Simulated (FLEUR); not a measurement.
```json
{"subject": "Magnetic state of MnF2 from several starts", "lattice_ang": [[4.8738, 0.0, 0.0], [0.0, 4.8738, 0.0], [0.0, 0.0, 3.3107]], "atoms": [["Mn", 0.0, 0.0, 0.0], ["Mn", 0.5, 0.5, 0.5], ["F", 0.3053, 0.3053, 0.0], ["F", 0.1947, 0.8053, 0.5], ["F", 0.6947, 0.6947, 0.0], ["F", 0.8053, 0.1947, 0.5]], "method": "PBEsol; all-electron FLAPW, Dirac cores, scalar-relativistic bands", "program": "FLEUR MaX-R8.1", "settings_of_one_run": "kmax 4.29 1/bohr, gmax 12.9 1/bohr, muffin tin radii Mn: 2.48, F: 1.4 bohr, lmax Mn: [10, 8], F: [6, 4], hist occupations, smearing width 0.05 eV, mixer Anderson, mixing 0.05, max iterations 130, stop 2.00e-5 me/bohr³, collinear spin, 6×6×6 k-mesh, mesh matched on, starting moments 4.5 -4.5 0 0 0 0 μB", "cost": "3 runs, 3.4 min in all on 4 MPI ranks of Intel Xeon Platinum 8488C (Sapphire Rapids), shared host (the runs of this entry)", "notes": "This is the lowest of 3 finished starts, no proof of the ground state.", "results": {"lowest_state_found": "antiferromagnetic (initial antiferro +-)", "largest_site_spin_moment": "4.60 μB", "next_finished_state": "ferromagnetic, 59.2 meV a seeded atom higher", "energy_gained_by_spin_polarisation": "3029 meV a seeded atom"}}
```

[Logs and program files are shortened in this print: banners, set-up blocks, solver, clock and traceback lines can be left out without a mark of their own.]

[Logs are printed without paths, hosts, clocks, repeated set-up lines and the standing remarks that a program may print on its own settings, such as how far it seeks lower states.]

[Hosts, paths, dates, database ids (printed as entryN), source tags and the programs' standing remarks are cut or masked in the printed files.]

[Where a cell is said to come from a database of computed structures, the database is the Materials Project.]
